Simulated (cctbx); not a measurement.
## Accept or mend?

Cell a = 5.9850 Å, b = 11.5050 Å, c = 3.3970 Å, α = 90.00°, β = 90.00°, γ = 90.00°; space group Pbam (no. 55).

Simulated single-crystal data (cctbx): Ag Kα, λ = 0.56087 Å, to d = 0.77 Å, 70 % of the full sphere, strongest reflection 5000 counts, noise from counting, a 4 % proportional error and a noise floor of 4 counts (s.d.); no absorption.

An anisotropic refinement with weights 1/σ² prints:

```text
Rint 0.044, 312 unique reflections to 0.77 A
cycle     R1     wR2    GooF  max shift (A)
   1  0.0600  0.1382   3.520   0.02032
   3  0.0330  0.0791   2.015   0.00009
final R1 0.0330 wR2 0.0791 GooF 2.015  parameters 36  data/parameter 8.7
atom        x        y        z      Ueq    occ   su(xyz)  su(Uiso or U11)
Dy1    0.87121  0.84708  0.00000   0.0080  1.000  0.00013  0.0004
Fe1    0.86622  0.58824  0.00000   0.0009  1.000  0.00035  0.0008
B1     0.51794  0.80893  0.50000   0.0126  1.000  0.00353  0.0095
B2     0.60157  0.95471  0.50000   0.0149  1.000  0.00400  0.0101
B3     0.64213  0.53252  0.50000   0.0144  1.000  0.00406  0.0093
B4     0.72137  0.68556  0.50000   0.0156  1.000  0.00370  0.0089
difference map: max 3.90 min -1.75 rms 0.57
Q1    0.1768  0.4031  0.0000    4    3.98  0.28 A from Fe1
Q2    0.2500  0.0167  0.0000    4    1.28  1.39 A from Fe1
Q3    0.2417  0.5070  0.5000    4    1.25  0.83 A from B3
Q4    0.9891  0.3313  0.2477    8    1.20  0.90 A from B1
Q5    0.1911  0.1356  0.5000    4    1.17  1.62 A from B2
Q6    0.0323  0.0536  0.5000    4    1.04  1.07 A from B3
```

**Question.** Can this result stand? If not, what is the likely fault?

Mend it. The fault: wrong element: Fe1 is Cu. Against the right model at the same level, R1 goes from 0.0166 to 0.0330 and GooF from 0.94 to 2.02, U of Fe1 shrinks from 0.0089 to 0.0009 Å² and the top difference peak, 4.0 e/Å³, lies on Fe1. Fe1 has 3 electrons too few and its U shrinks to make up, as expected.

The compound is DyCuB4. The right model at the same level gives:

```text
Rint 0.044, 312 unique reflections to 0.77 A
cycle     R1     wR2    GooF  max shift (A)
   1  0.0167  0.0381   0.971   0.00541
   2  0.0166  0.0368   0.937   0.00046
final R1 0.0166 wR2 0.0368 GooF 0.937  parameters 36  data/parameter 8.7
atom        x        y        z      Ueq    occ   su(xyz)  su(Uiso or U11)
Dy1    0.87120  0.84708  0.00000   0.0078  1.000  0.00006  0.0002
Cu1    0.86619  0.58826  0.00000   0.0089  1.000  0.00016  0.0004
B1     0.51952  0.80795  0.50000   0.0151  1.000  0.00173  0.0047
B2     0.60375  0.95440  0.50000   0.0172  1.000  0.00190  0.0047
B3     0.64200  0.53440  0.50000   0.0159  1.000  0.00188  0.0041
B4     0.72089  0.68560  0.50000   0.0158  1.000  0.00174  0.0042
difference map: max 1.27 min -1.72 rms 0.34
Q1    0.9934  0.3190  0.2738    8    1.29  0.78 A from B1
Q2    0.9861  0.2528  0.0000    4    1.13  1.43 A from Dy1
Q3    0.2702  0.2518  0.1968    8    1.03  1.26 A from B4
Q4    0.9880  0.4458  0.5000    4    1.03  0.56 A from B2
Q5    0.2583  0.0288  0.0000    4    1.02  1.49 A from Cu1
Q6    0.1905  0.1522  0.5000    4    0.98  1.74 A from B2
```

The model was made for the exercise: a known structure type with other elements put in, its volume estimated, not relaxed; displacement parameters are assumed.

[Middle refinement cycles are left out of these outputs.]

[Logs are printed without paths, hosts, clocks, repeated set-up lines and the standing remarks that a program may print on its own settings, such as how far it seeks lower states.]
